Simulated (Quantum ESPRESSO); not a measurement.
**Cr (Chromium): which magnetic order is lowest**

Does Cr (Chromium) prefer parallel or opposed moments, or none?

Main program and level: Quantum ESPRESSO 7.5; PBE; plane waves with GBRV 1.5 PBE potentials, no spin-orbit coupling.

### 1. Set-up

Symmetry: Im-3m, No. 229, cubic system. The conventional cell has a = 2.884 Å, b = 2.884 Å, c = 2.884 Å, α = 90.00°, β = 90.00°, γ = 90.00°. Nearest to Cr lie 8 Cr at 2.50 Å.

The cell comes from the Crystallography Open Database.

### 2. Run 1 (ferro +)

The signs are those of the starting moments on the seeded atoms, the atoms that are given a moment.

Input file pw.in:

```
&CONTROL
  calculation = 'scf'
  prefix = 'pwscf'
  outdir = './tmp'
  pseudo_dir = './pseudo'
  disk_io = 'nowf'
/
&SYSTEM
  ibrav = 0
  celldm(1) = 8
  nat = 1
  ntyp = 1
  ecutwfc = 40
  ecutrho = 280
  nbnd = 14
  occupations = 'smearing'
  smearing = 'fd'
  degauss = 0.00367493
  nspin = 2
  starting_magnetization(1) = 0.1786
/
&ELECTRONS
  conv_thr = 2d-09
  electron_maxstep = 150
  mixing_beta = 0.3
/
ATOMIC_SPECIES
Cr     51.9961 cr_pbe_v1.5.uspp.F.UPF
CELL_PARAMETERS alat
  -0.3406113231755    0.3406113231755    0.3406113231755
   0.3406113231755   -0.3406113231755    0.3406113231755
   0.3406113231755    0.3406113231755   -0.3406113231755
ATOMIC_POSITIONS crystal
Cr      0.0000000000    0.0000000000    0.0000000000
K_POINTS automatic
16 16 16 0 0 0
```

Launch:

```
$ OMP_NUM_THREADS=1 mpirun -n 2 pw.x -nk 2 -in pw.in > pw.out
```

The log of the run:

```text
Program PWSCF v.7.5 starts

     Message from routine setup:
     using ibrav=0 with symmetry is DISCOURAGED, use correct ibrav instead

     K-points division:     npool     =       2
     Subspace diagonalization in iterative solution of the eigenvalue problem:

     G-vector sticks info
     --------------------
     sticks:   dense  smooth     PW     G-vecs:    dense   smooth      PW
     Sum         471     265    117                 6459     2779     791

     Using Slab Decomposition

     bravais-lattice index     =            0
     lattice parameter (alat)  =       8.0000  a.u.
     unit-cell volume          =      80.9296 (a.u.)^3
     number of atoms/cell      =            1
     number of atomic types    =            1
     number of electrons       =        14.00
     number of Kohn-Sham states=           14
     kinetic-energy cutoff     =      40.0000  Ry
     charge density cutoff     =     280.0000  Ry
     scf convergence threshold =      2.0E-09
     mixing beta               =       0.3000
     number of iterations used =            8  plain     mixing
     Exchange-correlation=  SLA  PW   PBX  PBC
                           (   1   4   3   4   0   0   0)

     celldm(1)=   8.000000  celldm(2)=   0.000000  celldm(3)=   0.000000
     celldm(4)=   0.000000  celldm(5)=   0.000000  celldm(6)=   0.000000

     crystal axes: (cart. coord. in units of alat)
               a(1) = (  -0.340611   0.340611   0.340611 )
               a(2) = (   0.340611  -0.340611   0.340611 )
               a(3) = (   0.340611   0.340611  -0.340611 )

     reciprocal axes: (cart. coord. in units 2 pi/alat)
               b(1) = ( -0.000000  1.467949  1.467949 )
               b(2) = (  1.467949 -0.000000  1.467949 )
               b(3) = (  1.467949  1.467949  0.000000 )

     PseudoPot. # 1 for Cr read from file:
     cr_pbe_v1.5.uspp.F.UPF
     Pseudo is Ultrasoft + core correction, Zval = 14.0
     Generated by new atomic code, or converted to UPF format
     Using radial grid of  857 points,  6 beta functions with:
                l(1) =   0
                l(2) =   0
                l(3) =   1
                l(4) =   1
                l(5) =   2
                l(6) =   2
     Q(r) pseudized with  8 coefficients,  rinner =    0.950   0.950   0.950
                                                       0.950   0.950

     atomic species   valence    mass     pseudopotential
     Cr               14.00    51.99610     Cr( 1.00)

     Starting magnetic structure
     atomic species   magnetization
     Cr              0.179

     48 Sym. Ops., with inversion, found

   Cartesian axes

     site n.     atom                  positions (alat units)
         1        Cr     tau(   1) = (   0.0000000   0.0000000   0.0000000  )

     number of k points=   145  Fermi-Dirac smearing, width (Ry)=  0.0037

     Number of k-points >= 100: set verbosity='high' to print them.

     Dense  grid:     6459 G-vectors     FFT dimensions: (  25,  25,  25)

     Smooth grid:     2779 G-vectors     FFT dimensions: (  20,  20,  20)

     Check: negative core charge=   -0.000011
     Generating pointlists ...
     new r_m :   0.2434 (alat units)  1.9469 (a.u.) for type    1

     Initial potential from superposition of free atoms

     starting charge      13.0000, renormalised to      14.0000

     negative rho (up, down):  1.047E-03 7.297E-04
     Starting wfcs are   10 randomized atomic wfcs +    4 random wfcs

     Self-consistent Calculation

     iteration #  1     ecut=    40.00 Ry     beta= 0.30
     Davidson diagonalization with overlap
     ethr =  1.00E-02,  avg # of iterations =  5.0

     negative rho (up, down):  1.149E-03 1.000E-03

     total energy              =    -175.20500030 Ry
     estimated scf accuracy    <       2.21283869 Ry

     total magnetization       =     0.41 Bohr mag/cell
     absolute magnetization    =     0.43 Bohr mag/cell

     iteration #  2     ecut=    40.00 Ry     beta= 0.30
     Davidson diagonalization with overlap
     ethr =  1.00E-02,  avg # of iterations =  1.7

     negative rho (up, down):  1.022E-03 1.099E-03

     total energy              =    -175.44516732 Ry
     estimated scf accuracy    <       0.12074835 Ry

     total magnetization       =     0.53 Bohr mag/cell
     absolute magnetization    =     0.56 Bohr mag/cell

     iteration #  3     ecut=    40.00 Ry     beta= 0.30
     Davidson diagonalization with overlap
     ethr =  8.62E-04,  avg # of iterations =  2.0

     negative rho (up, down):  4.813E-04 1.015E-03

     total energy              =    -175.48127413 Ry
     estimated scf accuracy    <       0.02541888 Ry

     total magnetization       =     0.45 Bohr mag/cell
     absolute magnetization    =     0.47 Bohr mag/cell

     [... further iterations left out ...]

     iteration # 12     ecut=    40.00 Ry     beta= 0.30
     Davidson diagonalization with overlap
     ethr =  1.66E-08,  avg # of iterations =  1.8

     negative rho (up, down):  8.903E-04 8.902E-04

     total energy              =    -175.49273411 Ry
     estimated scf accuracy    <       0.00000019 Ry

     total magnetization       =     0.00 Bohr mag/cell
     absolute magnetization    =     0.00 Bohr mag/cell

     iteration # 13     ecut=    40.00 Ry     beta= 0.30
     Davidson diagonalization with overlap
     ethr =  1.36E-09,  avg # of iterations =  1.6

     negative rho (up, down):  8.903E-04 8.902E-04

     total energy              =    -175.49273416 Ry
     estimated scf accuracy    <          6.0E-09 Ry

     total magnetization       =    -0.00 Bohr mag/cell
     absolute magnetization    =     0.00 Bohr mag/cell

     iteration # 14     ecut=    40.00 Ry     beta= 0.30
     Davidson diagonalization with overlap
     ethr =  4.25E-11,  avg # of iterations =  1.3

     negative rho (up, down):  8.902E-04 8.902E-04

     total energy              =    -175.49273416 Ry
     estimated scf accuracy    <          9.1E-09 Ry

     total magnetization       =    -0.00 Bohr mag/cell
     absolute magnetization    =     0.00 Bohr mag/cell

     iteration # 15     ecut=    40.00 Ry     beta= 0.30
     Davidson diagonalization with overlap
     ethr =  4.25E-11,  avg # of iterations =  1.8

     negative rho (up, down):  8.902E-04 8.902E-04

     Magnetic moment per site  (integrated on atomic sphere of radius R)
     atom   1 (R=0.243)  charge= 12.2443  magn= -0.0000

     End of self-consistent calculation

     Number of k-points >= 100: set verbosity='high' to print the bands.

     the Fermi energy is    18.6280 ev

!    total energy              =    -175.49273417 Ry
     estimated scf accuracy    <          2.0E-12 Ry
     smearing contrib. (-TS)   =      -0.00040240 Ry
     internal energy E=F+TS    =    -175.49233176 Ry

     The total energy is F=E-TS. E is the sum of the following terms:
     one-electron contribution =     -59.60286661 Ry
     hartree contribution      =      37.39689062 Ry
     xc contribution           =     -22.40224616 Ry
     ewald contribution        =    -130.88410961 Ry

     total magnetization       =     0.00 Bohr mag/cell
     absolute magnetization    =     0.00 Bohr mag/cell

     convergence has been achieved in  15 iterations

=------------------------------------------------------------------------------=
   JOB DONE.
=------------------------------------------------------------------------------=
```

Run time: 12 s. Hardware: 2 MPI ranks of Arm Neoverse V1, shared host; peak memory 0.13 GiB.

The spin moment in the atom's sphere vanishes on all atoms.

Read from the output:

| Quantity | Value |
| --- | --- |
| smearing term TS | 0.005475 eV |
| magnetization | 0 μB |
| absolute magnetization | 0 μB |
| final state | non-magnetic |

Valence density in the ac plane of the conventional cell at fractional y = 0.000, with atoms of Cr within 0.2 Å of it. It is the smooth field of the valence electrons, not physical close to the nuclei.

Ten even steps from '_' (0 e/Å³) to '@' (14 e/Å³), each cell a mean:
```
##@@**..______________::##@@
%%**--________________..--##
::::..__________________..::
____________________________
____________________________
____________________________
____________________________
____________________________
____________________________
____________________________
....______________________..
**++::________________..--**
%%@@++..______________::**@@
..%%**..______________::%%##
```
Columns run along a (2.9 Å), rows up along c (2.9 Å), edges of the conventional cell, whose origin can differ from the input's. Atoms in or near the plane, at fractional coordinates: Cr at (0.00, 0.00).

### 3. Start 2: antiferro q=(1/2,1/2,1/2) +−

The cell is doubled to 2 atoms to hold this order. The wavevector q is in fractions of the reciprocal vectors of the crystal's primitive cell, as the cells of these inputs are built from it; moments change sign between cells as cos(2π q·R).

Input file pw.in:

```
&CONTROL
  calculation = 'scf'
  prefix = 'pwscf'
  outdir = './tmp'
  pseudo_dir = './pseudo'
  disk_io = 'nowf'
/
&SYSTEM
  ibrav = 0
  celldm(1) = 8
  nat = 2
  ntyp = 2
  ecutwfc = 40
  ecutrho = 280
  nbnd = 21
  occupations = 'smearing'
  smearing = 'fd'
  degauss = 0.00367493
  nspin = 2
  starting_magnetization(1) = 0.1786
  starting_magnetization(2) = -0.1786
/
&ELECTRONS
  conv_thr = 4d-09
  electron_maxstep = 150
  mixing_beta = 0.3
/
ATOMIC_SPECIES
Cr1    51.9961 cr_pbe_v1.5.uspp.F.UPF
Cr2    51.9961 cr_pbe_v1.5.uspp.F.UPF
CELL_PARAMETERS alat
  -0.6812226463510    0.6812226463510    0.6812226463510
   0.0000000000000    0.0000000000000    0.6812226463510
   0.0000000000000    0.6812226463510    0.0000000000000
ATOMIC_POSITIONS crystal
Cr1     0.0000000000    0.0000000000    0.0000000000
Cr2     0.5000000000    0.0000000000    0.0000000000
K_POINTS automatic
8 16 16 0 0 0
```

The log of the run:

```text
[banner, memory and clock lines left out]
Program PWSCF v.7.5 starts

     Message from routine setup:
     using ibrav=0 with symmetry is DISCOURAGED, use correct ibrav instead

     bravais-lattice index     =            0
     lattice parameter (alat)  =       8.0000  a.u.
     unit-cell volume          =     161.8591 (a.u.)^3
     number of atoms/cell      =            2
     number of atomic types    =            2
     number of electrons       =        28.00
     number of Kohn-Sham states=           21
     kinetic-energy cutoff     =      40.0000  Ry
     charge density cutoff     =     280.0000  Ry
     scf convergence threshold =      4.0E-09
     mixing beta               =       0.3000
     number of iterations used =            8  plain     mixing
     Exchange-correlation=  SLA  PW   PBX  PBC
                           (   1   4   3   4   0   0   0)

     celldm(1)=   8.000000  celldm(2)=   0.000000  celldm(3)=   0.000000
     celldm(4)=   0.000000  celldm(5)=   0.000000  celldm(6)=   0.000000

     crystal axes: (cart. coord. in units of alat)
               a(1) = (  -0.681223   0.681223   0.681223 )
               a(2) = (   0.000000   0.000000   0.681223 )
               a(3) = (   0.000000   0.681223   0.000000 )

     reciprocal axes: (cart. coord. in units 2 pi/alat)
               b(1) = ( -1.467949  0.000000  0.000000 )
               b(2) = (  1.467949 -0.000000  1.467949 )
               b(3) = (  1.467949  1.467949 -0.000000 )

     PseudoPot. # 1 for Cr read from file:
     cr_pbe_v1.5.uspp.F.UPF
     Pseudo is Ultrasoft + core correction, Zval = 14.0

     PseudoPot. # 2 for Cr read from file:
     cr_pbe_v1.5.uspp.F.UPF
     Pseudo is Ultrasoft + core correction, Zval = 14.0

     atomic species   valence    mass     pseudopotential
     Cr1              14.00    51.99610     Cr( 1.00)
     Cr2              14.00    51.99610     Cr( 1.00)

     Starting magnetic structure
     atomic species   magnetization
     Cr1             0.179
     Cr2            -0.179

     48 Sym. Ops., with inversion, found

   Cartesian axes

     site n.     atom                  positions (alat units)
         1        Cr1    tau(   1) = (   0.0000000   0.0000000   0.0000000  )
         2        Cr2    tau(   2) = (  -0.3406113   0.3406113   0.3406113  )

     number of k points=    85  Fermi-Dirac smearing, width (Ry)=  0.0037
                       cart. coord. in units 2pi/alat
        k(    1) = (   0.0000000   0.0000000   0.0000000), wk =   0.0004883
        k(    2) = (   0.0917468   0.0917468   0.0000000), wk =   0.0058594
        k(    3) = (   0.1834936   0.1834936   0.0000000), wk =   0.0058594
        k(    4) = (   0.2752404   0.2752404   0.0000000), wk =   0.0058594
        k(    5) = (   0.3669872   0.3669872   0.0000000), wk =   0.0058594
        [... 80 further k-points ...]

     Dense  grid:    12893 G-vectors     FFT dimensions: (  54,  30,  30)

     Smooth grid:     5497 G-vectors     FFT dimensions: (  40,  24,  24)

     Check: negative core charge=   -0.000011
     Generating pointlists ...
     new r_m :   0.2434 (alat units)  1.9469 (a.u.) for type    1
     new r_m :   0.2434 (alat units)  1.9469 (a.u.) for type    2

     Initial potential from superposition of free atoms

     starting charge      26.0000, renormalised to      28.0000

     negative rho (up, down):  1.143E-03 1.143E-03
     Starting wfcs are   20 randomized atomic wfcs +    1 random wfcs

     Self-consistent Calculation

     iteration #  1     ecut=    40.00 Ry     beta= 0.30
     Davidson diagonalization with overlap
     ethr =  1.00E-02,  avg # of iterations =  4.0

     negative rho (up, down):  1.370E-03 1.370E-03

     total energy              =    -350.54877833 Ry
     estimated scf accuracy    <       4.06342685 Ry

     total magnetization       =     0.00 Bohr mag/cell
     absolute magnetization    =     1.98 Bohr mag/cell

     iteration #  2     ecut=    40.00 Ry     beta= 0.30
     Davidson diagonalization with overlap
     ethr =  1.00E-02,  avg # of iterations =  2.0

     negative rho (up, down):  1.400E-03 1.400E-03

     total energy              =    -350.89929666 Ry
     estimated scf accuracy    <       0.24562699 Ry

     total magnetization       =    -0.00 Bohr mag/cell
     absolute magnetization    =     3.09 Bohr mag/cell

     [... further iterations left out ...]

     iteration # 13     ecut=    40.00 Ry     beta= 0.30
     Davidson diagonalization with overlap
     ethr =  4.77E-09,  avg # of iterations =  2.1

     negative rho (up, down):  1.192E-03 1.192E-03

     total energy              =    -350.98920809 Ry
     estimated scf accuracy    <       0.00000003 Ry

     total magnetization       =    -0.00 Bohr mag/cell
     absolute magnetization    =     2.60 Bohr mag/cell

     iteration # 14     ecut=    40.00 Ry     beta= 0.30
     Davidson diagonalization with overlap
     ethr =  1.09E-10,  avg # of iterations =  2.2

     negative rho (up, down):  1.192E-03 1.192E-03

     Magnetic moment per site  (integrated on atomic sphere of radius R)
     atom   1 (R=0.243)  charge= 12.2555  magn=  1.2138
     atom   2 (R=0.243)  charge= 12.2555  magn= -1.2138

     End of self-consistent calculation

     Number of k-points >= 100: set verbosity='high' to print the bands.

     the Fermi energy is    18.6188 ev

!    total energy              =    -350.98920811 Ry
     estimated scf accuracy    <          1.2E-09 Ry
     smearing contrib. (-TS)   =      -0.00038915 Ry
     internal energy E=F+TS    =    -350.98881896 Ry

     The total energy is F=E-TS. E is the sum of the following terms:
     one-electron contribution =    -119.33733744 Ry
     hartree contribution      =      75.01931768 Ry
     xc contribution           =     -44.90257998 Ry
     ewald contribution        =    -261.76821922 Ry

     total magnetization       =     0.00 Bohr mag/cell
     absolute magnetization    =     2.60 Bohr mag/cell

     convergence has been achieved in  14 iterations
```

The job ended after 40 s (2 MPI ranks; peak memory 0.19 GiB; 79 s of CPU time).

Spin moment in the atom's sphere by atom:

```tsv
atom	spin moment in the atom's sphere (μB)
Cr1	1.21
Cr2	-1.21
```

Numbers from this step:

| Item | Value |
| --- | --- |
| smearing term TS | 0.005295 eV |
| magnetization | 0 μB |
| absolute magnetization | 2.605 μB |
| final state | antiferromagnetic |

(Part 1 of 2 ends here.)

[Logs and program files are shortened in this print: banners, set-up blocks, solver, clock and traceback lines can be left out without a mark of their own.]

[Logs are printed without paths, hosts, clocks, repeated set-up lines and the standing remarks that a program may print on its own settings, such as how far it seeks lower states.]

[Hosts, paths, dates, database ids (printed as entryN), source tags and the programs' standing remarks are cut or masked in the printed files.]

[Where a cell is said to come from a database of computed structures, the database is the Materials Project.]
